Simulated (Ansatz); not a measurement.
# How the geometry moves the gap of Ga2O3 (C2/m)

Aim: gaps of Ga2O3 (C2/m) at the database cell and after a full relaxation.

Program: Ansatz 0.2.0. Level of theory: r2SCAN, HSE06 and G0W0, plane waves, PAW. Values are calculated unless marked as measured.

**What was measured.**

- Gap 4.85 eV: band gap from O 1s peak to onset of inelastic energy loss; XPS O 1s energy loss onset; film (pristine epitaxial beta-Ga2O3 (010) substrate) (“Band alignment of grafted monocrystalline Si (001)/beta-Ga2O3 (010) p-n heterojunction determined by X-ray photoelectron spectroscopy”, 2023, arxiv:2312.00771).

- Gap 5.01 eV: direct optical gap from Tauc plot, as-grown; optical transmittance, Tauc extrapolation; film (RF-sputtered film deposited at room temperature, 120 nm, not annealed, poorer crystallinity) on 4H-SiC (“Influence of Annealing Atmosphere on the Characteristics of Ga2O3/4H-SiC n-n Heterojunction Diodes”, 2020, pmc:7013600).

- Gap 4.5 eV: optical absorption edge from ellipsometry; spectroscopic ellipsometry; film (oxidised 75 nm GaSe layer, annealed at 800 C in oxygen) on Al2O3 (“Thin Ga2O3 Layers by Thermal Oxidation of van der Waals GaSe Nanostructures for Ultraviolet Photon Sensing”, 2024, pmc:11320379).

- Gap 4.88 eV: optical direct gap from Tauc plot; optical transmission, Tauc plot; film (as-deposited 50 nm PLD film, (-201) oriented) on c-plane sapphire (“beta-phase (AlxGa1-x)2O3 thin film with Al composition more than 70%”, 2020, arxiv:2005.05799).

- Gap 4.88 eV: gap from onset of inelastic loss at Ga 2p3/2; XPS energy loss onset; film (“Metalorganic Chemical Vapor Deposition of beta-(AlxGa1-x)2O3 thin films on (001) beta-Ga2O3 substrates”, 2023, arxiv:2301.10897).

### Step 1. The starting structure

The structure is monoclinic, space group C2/m (No. 12). Conventional cell: a = 12.214 Å, b = 3.037 Å, c = 5.798 Å, α = 90.00°, β = 103.83°, γ = 90.00°. Ga has 4 O at 1.83 to 1.86 Å nearest. Nearest to Ga lie 6 O at 1.94 to 2.07 Å. O has 3 Ga at 1.83 to 1.94 Å nearest. Nearest to O lie 4 Ga at 1.86 to 2.07 Å. O has 3 Ga at 1.83 to 1.94 Å nearest. Farther neighbours, and contacts between anions beyond the nearest, are not listed.

The cell and positions come from the Crystallography Open Database and are kept as given unless a step says otherwise. The default PAW set here is soft_2. Its files were made with PBE.

### Step 2. r2SCAN bands at the given cell

The cheap functional maps the bands first; the places of the edges decide which points the dearer methods must see.

This step: DFT, r2SCAN, plane waves, PAW.

Input file input.yaml:

```yaml
crystal:
  lattice:
    - [6.107, -1.51855, 0.0]
    - [6.107, 1.51855, 0.0]
    - [-1.3859888959, 0.0, 5.630008738]
  atoms:
    - { symbol: Ga, position: [0.0905, 0.0905, 0.7946] }
    - { symbol: Ga, position: [0.9095, 0.9095, 0.2054] }
    - { symbol: Ga, position: [0.65866, 0.65866, 0.31402] }
    - { symbol: Ga, position: [0.34134, 0.34134, 0.68598] }
    - { symbol: O, position: [0.1645, 0.1645, 0.1098] }
    - { symbol: O, position: [0.8355, 0.8355, 0.8902] }
    - { symbol: O, position: [0.1733, 0.1733, 0.5632] }
    - { symbol: O, position: [0.8267, 0.8267, 0.4368] }
    - { symbol: O, position: [0.4959, 0.4959, 0.2566] }
    - { symbol: O, position: [0.5041, 0.5041, 0.7434] }
kpoints:
  mp_grid: { grid: [8, 8, 4] }
  band_path:
    path:
      - [[0.0, 0.0, 0.0], [-0.2663944, 0.2663944, 0.0]]
      - [[-0.7336056, -0.2663944, 0.0], [-0.5, -0.5, 0.0], [0.0, 0.0, 0.0], [-0.5, -0.5, 0.5], [-0.74186107, -0.25813893, 0.5]]
      - [[-0.25813893, 0.25813893, 0.5], [0.0, 0.0, 0.5], [0.0, 0.0, 0.0]]
      - [[-0.5, 0.0, 0.5], [0.0, 0.0, 0.0], [-0.5, 0.0, 0.0]]
    npoints: 10
hamiltonian:
  xc: r2scan
scf:
  occupations: { method: fermi_dirac, width: 0.02 }
  n_extra_bands: 7
output:
  eigenvalues: true
  forces: true
  stress: true
  write_density: true
  write_potential: true
  elf: true
  volumetric_format: npy
```

The run is started by

```bash
$ ansatz run input.yaml --threads 3 --pin off --max-ram 92160MiB --backend cuda --events-out ev --progress --plain --runs-dir out --devices 1 --max-vram 13GiB
```

Log:

```text
basis.fft_grid_basis auto: the FFT boxes are laid along the combinations [[1, -1, 0], [0, 1, 0], [0, 0, 1]] of the cell's own vectors, 3.037, 6.293 and 5.798 Å long. The dense box has 24×48×45 points. Along the cell's own vectors, as sized, it would have 48×48×45, 2.00 times as many. Of the 4 symmetry operations that the crystal satisfies within crystal.symmetry.tolerance (time reversal apart; of a slab, those that k [...]
scf.n_extra_bands = 7 over 44 filled bands (N_el = 88.0): the run solves 51 bands
GPUs: using 1 of 1 available (devices: 1).
Engine: ansatz 0.2.0, x86_64-unknown-linux-gnu
Pseudopotentials: kind: paw
Pseudopotential: Ga, paw, valence charge 13, recommended cutoff 500 eV (meta_gga), Ga.paw.azcp
Pseudopotential: O, paw, valence charge 6, recommended cutoff 500 eV (meta_gga), O.paw.azcp
Functional definition: r2SCAN
  parameter k0 = 0.174
  parameter k1 = 0.065
  parameter a1 = 4.9479
  exchange = r2scan_x(k0 = k0, k1 = k1, a1 = a1)
  correlation = r2scan_c
device memory: the entry about to start is reckoned to put 4.1 GiB on a device that reports 25.9 GiB free (of which the cap on the GPU budget leaves the run 13.0 GiB)
GPU FFT provider: cuFFT
GPU libraries: cuBLAS 13.8.2, cuFFT 12.4.0, cuSOLVER 12.3.4
Crystal: 10 atoms, lattice volume = 104.423 Å³
Basis set: ecut = 500 eV, 2661 PW (Γ), FFT grids on a1−a2, a2, a3, exchange–correlation on 96×192×180 points (64 copies of the dense FFT grid, shifted against one another)
Bands: 51, of which v1, the nominal top of the filled ones, is band 44 counted from 1 (43 counted from 0)
Symmetry: 4 space group operations
Space group: C2/m (ITA 12), of the structure as read, at distance tolerance 4.7e-5 Å
k-points: 78 of 256
Non-local potential: Ga, projectors of the file, l = 0: 2, l = 1: 2, l = 2: 3, l = 3: 1
Non-local potential: O, projectors of the file, l = 0: 2, l = 1: 2, l = 2: 1
PAW form: soft (Blöchl's): semilocal exchange-correlation on the pseudo side does not see the compensation charge
PAW frozen core: Ga, regenerated for the run's functional (the file was generated under x = pbe(κ = 0.804, μ = 0.219515), c = pbe(β = 0.066725))
PAW frozen core: O, regenerated for the run's functional (the file was generated under x = pbe(κ = 0.804, μ = 0.219515), c = pbe(β = 0.066725))
PAW one-centre angular grid: Ga, 590 points (default); XC on 160 Gauss nodes
PAW one-centre angular grid: O, 302 points (default); XC on 160 Gauss nodes
Initial density: superposition of atomic densities (neutral atoms: chi_scale 0, normalization atom), corrected by the library's trained network
Initial wavefunctions: pseudopotential atomic-orbital guess
GPU buffer pool allocated for 51840 grid points (all kernels)
[...]
SCF iter   6: F=—  HF=-18577.838629 eV  |F-HF|=—  |Δ(HF+E_count)|=   3.06e-4  Δρ=5.18e-5  dr2=2.12e-6  dr2_τ=2.90e-7  ethr=1.60e-8  ⟨swp⟩=2.0  Hψ=7246  notcnv=0  defer=164
SCF iter   7: F=—  HF=-18577.838629 eV  |F-HF|=—  |Δ(HF+E_count)|=   6.73e-7  Δρ=1.33e-5  dr2=1.66e-7  dr2_τ=1.08e-8  ethr=2.41e-9  ⟨swp⟩=2.0  Hψ=7189  notcnv=0  defer=164
SCF iter   8: F=-18577.838629 eV  HF=-18577.838629 eV  |F-HF|=1.66e-8  |Δ(HF+E_count)|=   1.29e-7  Δρ=5.04e-6  dr2=2.61e-8  dr2_τ=1.85e-9  ethr=1.14e-10  ⟨swp⟩=14.9  Hψ=35821  notcnv=0
SCF 1 converged in 8 iterations: F = -18577.838629 eV  dr2 = 2.61e-8
[...]
device memory: the entry about to start is reckoned to put 2.6 GiB on a device that reports 22.8 GiB free (of which the cap on the GPU budget leaves the run 13.0 GiB)
NSCF: frozen V_eff on 94 k-points
SCF converged after 8 iterations
Free energy (F): -18577.838629 eV
Harris-Foulkes:  -18577.838629 eV  (|F-HF|=1.66e-8)
Internal energy: -18577.838629 eV  (E = F + TS)
E sigma→0 (E₀):  -18577.838629 eV
Fermi energy:    9.334995 eV
--- Per-component energies (eV) ---
  E_band       = -151.292056
  E_kinetic    = 1525.661097
  E_local      = -9105.869611  (includes V_loc(G=0)·N_el)
  E_nonlocal   = 2029.773542
  E_hartree    = 4101.648440
  E_xc         = -684.277251
  E_vxc        = -863.634108  (∫ρ·V_xc dr)
  E_paw        = -9017.203358  (= ΣΔE_a)
  E_vpaw       = -1992.250424  (= ΣTr[D̂ρ^β])
  E_aug_tail   = 0.006025  (compensation charges beyond the density's cutoff)
  E_vtau       = 51.719231  (kinetic-family band-sum trace: ∫τ·v_τ [+ j·A + Jᵃ·Aᵃ] dr)
  E_ewald      = -7424.773589
  E_core_change = -2.803925  (= ΣΔE_core)
  E_smearing   = -0.000000  (= −TS)
  E_closure    = 0.000000  (closes the sum)
  Σ components = -18577.838629   (vs F -18577.838629, Δ=0.00e0)
--- Forces (eV/Å), atoms counted from 1 ---
  atom   1  Ga     0.09816277    -0.00000000     0.04867476
  atom   2  Ga    -0.09816277     0.00000000    -0.04867476
  atom   3  Ga     0.01170286    -0.00000000     0.07367168
  atom   4  Ga    -0.01170286     0.00000000    -0.07367168
  atom   5  O     -0.00621269     0.00000000    -0.11013792
  atom   6  O      0.00621269    -0.00000000     0.11013792
  atom   7  O     -0.02503147     0.00000000     0.00192798
  atom   8  O      0.02503147    -0.00000000    -0.00192798
  atom   9  O      0.09901952     0.00000000    -0.01240091
  atom  10  O     -0.09901952    -0.00000000     0.01240091
  max |Σ_I F_I| component: 2.78e-17 eV/Å
--- Stress (GPa, compression-positive) ---
        1.342234       0.000000      -0.063648
        0.000000       1.335731      -0.000000
       -0.063643      -0.000000       1.093659
  P = ⅓ Tr σ = 1.2572 GPa (12.572 kbar)
--- Band table (eV; the first three rows and the last of 78) ---
  k-point 0: bands = [... 40 lower, 7.1188, 7.2925, 7.4917, 7.7446, 10.8600, 14.2332, 15.2379, 15.3811, ... 3 higher]
  k-point 1: bands = [... 40 lower, 7.1380, 7.2284, 7.2953, 7.5077, 11.7641, 14.3914, 15.1070, 15.4712, ... 3 higher]
  k-point 2: bands = [... 40 lower, 7.1117, 7.1538, 7.2979, 7.4616, 13.2521, 13.3628, 15.3152, 15.8351, ... 3 higher]
  k-point 77: bands = [... 40 lower, 7.1536, 7.1763, 7.1838, 7.7603, 13.6931, 13.8059, 14.8149, 15.1321, ... 3 higher]
```

It took 28 s on 1 × NVIDIA H100 80GB HBM3 (shared by 6 runs) with 3 threads of AMD EPYC 7R13 (Zen 3), shared host; peak memory 1.2 GiB; 49 s of CPU time.

Read from the output:

```
pressure             : 1.257 GPa
filled bands         : 44
gap                  : 3.085 eV
valence top at       : k = (-0.548, -0.452, 0.500)
conduction bottom at : Γ
least direct gap     : 3.115 eV
```

The gap is indirect, with the least direct gap 0.03 eV higher.

### Step 3. Relaxing cell and ions

Gaps follow bond lengths, so the structure is brought to rest first.

input.yaml, the sections that differ from step 2:

```yaml
kpoints:
  mp_grid: { grid: [8, 8, 4] }
scf:
  occupations: { method: fermi_dirac, width: 0.02 }
relax:
  f_tol: 0.01
  max_steps: 60
  cell: {}
# crystal, hamiltonian: as in step 2
# output: removed
```

Log:

```text
[...]
GPUs: using 1 of 1 available (devices: 1).
[...]
GPU FFT provider: cuFFT
GPU libraries: cuBLAS 13.8.2, cuFFT 12.4.0, cuSOLVER 12.3.4
Crystal: 10 atoms, lattice volume = 104.423 Å³
Basis set: ecut = 500 eV, 2661 PW (Γ), FFT grids on a1−a2, a2, a3, exchange–correlation on 96×192×180 points (64 copies of the dense FFT grid, shifted against one another)
Bands: 54, of which v1, the nominal top of the filled ones, is band 44 counted from 1 (43 counted from 0)
Symmetry: 4 space group operations
[...]
k-points: 78 of 256
[...]
GPU buffer pool allocated for 51840 grid points (all kernels)
[...]
SCF iter   1: F=—  HF=-18577.669798 eV  |F-HF|=—  |Δ(HF+E_count)|=         —  Δρ=1.36e-2  dr2=8.50e-2  dr2_τ=4.04e-1  ethr=1.77e-3  ⟨swp⟩=6.1  Hψ=15724  notcnv=0  defer=11
[...]
SCF iter   3: F=—  HF=-18577.838758 eV  |F-HF|=—  |Δ(HF+E_count)|=   3.03e-4  Δρ=3.49e-3  dr2=4.30e-3  dr2_τ=5.04e-4  ethr=2.93e-5  ⟨swp⟩=3.0  Hψ=7632  notcnv=0  defer=142
automatic band count: iteration 3 solves 52 bands in place of 54: the levels show a gap, and the empty bands left out lie too high to hold charge; the band table lists the bands solved (type scf.n_extra_bands for more)
SCF iter   4: F=—  HF=-18577.838411 eV  |F-HF|=—  |Δ(HF+E_count)|=   3.48e-4  Δρ=5.07e-4  dr2=1.80e-4  dr2_τ=5.68e-5  ethr=4.88e-6  ⟨swp⟩=2.0  Hψ=7360  notcnv=0  defer=142
[...]
SCF iter   8: F=-18577.838629 eV  HF=-18577.838629 eV  |F-HF|=1.63e-8  |Δ(HF+E_count)|=   1.16e-7  Δρ=4.96e-6  dr2=2.55e-8  dr2_τ=1.61e-9  ethr=1.14e-10  ⟨swp⟩=4.1  Hψ=14605  notcnv=0
SCF 1 converged in 8 iterations: F = -18577.838629 eV  dr2 = 2.55e-8
[...]
relax step   1: F+E_penalty+E_count = -18577.83862877 eV  Δ(F+E_penalty+E_count) = +0.000e0 eV  max|allowed force component| = 1.101e-1 eV/Å  Δτ_max = 0.0000 Å  P = +1.257 GPa  Ω = 104.423 Å³  (8 SCF iters, dr2 threshold 1.00e-7 eV, accepted)
[...]
relax step   2: F+E_penalty+E_count = -18577.84124405 eV  Δ(F+E_penalty+E_count) = -2.615e-3 eV  max|allowed force component| = 4.315e-2 eV/Å  Δτ_max = 0.0061 Å  P = +0.469 GPa  Ω = 104.830 Å³  energy of the carried Pulay correction = -3.373e-4 eV  (5 SCF iters, dr2 threshold 1.00e-6 eV, accepted)
[...]
relax step   4: F+E_penalty+E_count = -18577.84169388 eV  Δ(F+E_penalty+E_count) = -3.965e-5 eV  max|allowed force component| = 8.264e-3 eV/Å  Δτ_max = 0.0006 Å  P = -0.027 GPa  Ω = 105.064 Å³  energy of the carried Pulay correction = -5.300e-4 eV  (5 SCF iters, dr2 threshold 2.50e-8 eV, accepted)
[...]
relax step   5: F+E_penalty+E_count = -18577.84223258 eV  Δ(F+E_penalty+E_count) = -5.387e-4 eV  max|allowed force component| = 8.297e-3 eV/Å  Δτ_max = 0.0000 Å  P = -0.029 GPa  Ω = 105.064 Å³  stress off target by 3.95e-2 GPa  SCF on the basis re-selected at this cell (its energy is not comparable with the rows above)  (5 SCF iters)
basis re-selected at this cell: Δ(F+E_penalty+E_count) = -5.387e-4 eV, ΔP = -0.002 GPa vs the last step (what re-selecting the basis moved, of the pressure what is left beyond the Pulay correction that the steps carried, after the strain that the cell walked since its last selection, with what the two solves' SCF thresholds leave and, on support functions, any second-order correction that the steps lacked; it is no m [...]
SCF converged after 5 iterations
Free energy (F): -18577.842233 eV
[...]
Internal energy: -18577.842233 eV  (E = F + TS)
E sigma→0 (E₀):  -18577.842233 eV
Fermi energy:    9.223127 eV
[...]
--- Forces (eV/Å), atoms counted from 1 ---
  atom   1  Ga     0.00128012     0.00000000     0.00726617
  atom   2  Ga    -0.00128012    -0.00000000    -0.00726617
  atom   3  Ga    -0.00829718     0.00000000     0.00529008
  atom   4  Ga     0.00829718    -0.00000000    -0.00529008
  atom   5  O      0.00189436    -0.00000000    -0.00588460
  atom   6  O     -0.00189436     0.00000000     0.00588460
  atom   7  O      0.00075130     0.00000000    -0.00288552
  atom   8  O     -0.00075130    -0.00000000     0.00288552
  atom   9  O      0.00564012     0.00000000     0.00276539
  atom  10  O     -0.00564012    -0.00000000    -0.00276539
  max |Σ_I F_I| component: 1.73e-18 eV/Å
--- Stress (GPa, compression-positive) ---
       -0.017880       0.000000       0.001673
        0.000000      -0.028679      -0.000000
        0.001679      -0.000000      -0.039409
  P = ⅓ Tr σ = -0.0287 GPa (-0.287 kbar)
--- Band table (eV; the first three rows and the last of 78) ---
  k-point 0: bands = [... 40 lower, 7.0193, 7.2081, 7.4121, 7.6649, 10.7156, 14.0975, 15.1377, 15.2350, ... 6 higher]
  k-point 1: bands = [... 40 lower, 7.0395, 7.1431, 7.2180, 7.4287, 11.6224, 14.2592, 14.9567, 15.3665, ... 6 higher]
  k-point 2: bands = [... 40 lower, 7.0349, 7.0559, 7.2128, 7.3839, 13.1037, 13.2326, 15.1794, 15.6995, ... 6 higher]
  k-point 77: bands = [... 40 lower, 7.0646, 7.0927, 7.0946, 7.6802, 13.5540, 13.6715, 14.6420, 14.9970, ... 6 higher]
--- Relaxed structure (4 steps of the walk, 4 accepted, 1 SCFs on fresh bases) ---
  F+E_penalty+E_count = -18577.84223258 eV   max|allowed force component| = 8.297e-3 eV/Å   (the final SCF, on the basis selected at the relaxed cell)
  cell:  # Å, volume = 105.0636 Å³
    - [6.127723, -1.519816, 0.00187765]
    - [6.127723, 1.519816, 0.00187765]
    - [-1.388961, -3.416185e-18, 5.640265]
  atoms:
    - { symbol: Ga, position: [0.090465, 0.090465, 0.794608] }
    - { symbol: Ga, position: [0.909535, 0.909535, 0.205392] }
    - { symbol: Ga, position: [0.658787, 0.658787, 0.314289] }
    - { symbol: Ga, position: [0.341213, 0.341213, 0.685711] }
    - { symbol: O, position: [0.164166, 0.164166, 0.109081] }
    - { symbol: O, position: [0.835834, 0.835834, 0.890919] }
    - { symbol: O, position: [0.173352, 0.173352, 0.563527] }
    - { symbol: O, position: [0.826648, 0.826648, 0.436473] }
    - { symbol: O, position: [0.496299, 0.496299, 0.256246] }
    - { symbol: O, position: [0.503701, 0.503701, 0.743754] }
```

Wall time 24 s (1 × NVIDIA H100 80GB HBM3 (shared by 6 runs) with 3 threads); peak memory 1 GiB.

The steps of the relaxation:

| step | energy less that of the first step (eV) | largest force component (eV/Å) | pressure (GPa) | volume (Å³) |
| --- | --- | --- | --- | --- |
| 1 | 0.0000 | 0.1101 | 1.26 | 104.42 |
| 2 | -0.0026 | 0.0432 | 0.47 | 104.83 |
| 3 | -0.0030 | 0.0200 | 0.00 | 105.06 |
| 4 | -0.0031 | 0.0083 | -0.03 | 105.06 |
| 5* | -0.0036 | 0.0083 | -0.03 | 105.06 |

Relaxation steps marked * repeat the geometry before them on a plane-wave basis chosen anew for their cell, so energy and pressure can jump there.

Forces are held to the 4 operations that the program found; a distortion that breaks them can't arise in this run.

| primitive cell, as run | before | after | change |
| --- | --- | --- | --- |
| a (Å) | 6.293 | 6.313 | +0.3 % |
| b (Å) | 6.293 | 6.313 | +0.3 % |
| c (Å) | 5.798 | 5.809 | +0.2 % |
| α (°) | 103.41 | 103.40 | -0.0 % |
| β (°) | 103.41 | 103.40 | -0.0 % |
| γ (°) | 27.93 | 27.86 | -0.2 % |
| volume (Å³/atom) | 10.44 | 10.51 | +0.6 % |

### Step 4. r2SCAN at the relaxed cell

Input file input.yaml:

```yaml
crystal:
  lattice:
    - [6.1277229278, -1.5198155994, 0.001877649]
    - [6.1277229278, 1.5198155994, 0.001877649]
    - [-1.3889609882, 0.0, 5.6402654905]
  atoms:
    - { symbol: Ga, position: [0.0904652023, 0.0904652023, 0.7946077346] }
    - { symbol: Ga, position: [0.9095347977, 0.9095347977, 0.2053922654] }
    - { symbol: Ga, position: [0.6587867822, 0.6587867822, 0.314289123] }
    - { symbol: Ga, position: [0.3412132178, 0.3412132178, 0.685710877] }
    - { symbol: O, position: [0.1641660412, 0.1641660412, 0.109080794] }
    - { symbol: O, position: [0.8358339588, 0.8358339588, 0.890919206] }
    - { symbol: O, position: [0.1733518831, 0.1733518831, 0.5635267302] }
    - { symbol: O, position: [0.8266481169, 0.8266481169, 0.4364732698] }
    - { symbol: O, position: [0.4962990354, 0.4962990354, 0.2562464097] }
    - { symbol: O, position: [0.5037009646, 0.5037009646, 0.7437535903] }
kpoints:
  mp_grid: { grid: [8, 8, 4] }
  band_path:
    path:
      - [[0.0, 0.0, 0.0], [-0.2663944, 0.2663944, 0.0]]
      - [[-0.7336056, -0.2663944, 0.0], [-0.5, -0.5, 0.0], [0.0, 0.0, 0.0], [-0.5, -0.5, 0.5], [-0.74186107, -0.25813893, 0.5]]
      - [[-0.25813893, 0.25813893, 0.5], [0.0, 0.0, 0.5], [0.0, 0.0, 0.0]]
      - [[-0.5, 0.0, 0.5], [0.0, 0.0, 0.0], [-0.5, 0.0, 0.0]]
    npoints: 10
hamiltonian:
  xc: r2scan
scf:
  occupations: { method: fermi_dirac, width: 0.02 }
  n_extra_bands: 7
output:
  eigenvalues: true
  forces: true
  stress: true
  write_density: true
  write_potential: true
  elf: true
  volumetric_format: npy
```

Log:

```text
[...]
GPUs: using 1 of 1 available (devices: 1).
[...]
GPU FFT provider: cuFFT
GPU libraries: cuBLAS 13.8.2, cuFFT 12.4.0, cuSOLVER 12.3.4
Crystal: 10 atoms, lattice volume = 105.064 Å³
Basis set: ecut = 500 eV, 2667 PW (Γ), FFT grids on a1−a2, a2, a3, exchange–correlation on 96×192×180 points (64 copies of the dense FFT grid, shifted against one another)
[...]
k-point 0: bands = [... 40 lower, 7.0194, 7.2082, 7.4122, 7.6650, 10.7157, 14.0975, 15.1377, 15.2351, ... 3 higher]
  k-point 1: bands = [... 40 lower, 7.0395, 7.1432, 7.2181, 7.4287, 11.6224, 14.2592, 14.9567, 15.3665, ... 3 higher]
  k-point 2: bands = [... 40 lower, 7.0349, 7.0560, 7.2128, 7.3840, 13.1037, 13.2326, 15.1794, 15.6995, ... 3 higher]
  k-point 77: bands = [... 40 lower, 7.0646, 7.0928, 7.0947, 7.6802, 13.5540, 13.6715, 14.6421, 14.9971, ... 3 higher]
[key lines of the parts left out:]
SCF converged after 8 iterations
Free energy (F): -18577.842233 eV
Fermi energy:    9.223159 eV
P = ⅓ Tr σ = -0.0285 GPa (-0.285 kbar)
```

The job ended after 12 s (1 × NVIDIA H100 80GB HBM3 (shared by 6 runs) with 3 threads; peak memory 1.3 GiB).

Read from the output:

```yaml
pressure: -0.02849 GPa
gap: 3.021 eV
valence_top_at: k = (-0.548, -0.452, 0.500)
conduction_bottom_at: Γ
least_direct_gap: 3.051 eV
```

The gap is indirect, with the least direct gap 0.03 eV higher.

(Part 1 of 2 ends here.)

[Long decimals in the printed logs are rounded to 6 places.]

[Logs are printed without paths, hosts, clocks, repeated set-up lines and the standing remarks that a program may print on its own settings, such as how far it seeks lower states.]

[Paths, hosts, dates, memory and timing lines, banners, echoed tables and standing remarks are left out of the program output; an Ansatz launch command may be rebuilt from the run's recorded settings. Measured values are a selection of at most five: reports struck by readers or far from the other reports are left out. None is set beside runs whose start may be inverted or whose files or cutoffs have a known fault.]

[Runs of the session that timed out or met a known fault of the program may be left out.]

[Cells called generated may have been cut or substituted from an entry of the Crystallography Open Database or the Materials Project.]

[Hosts, paths, dates, database ids (printed as entryN), source tags and the programs' standing remarks are cut or masked in the printed files.]

[Where the starting crystal was built by hand or by swapping elements, it need not be the compound's stable phase.]
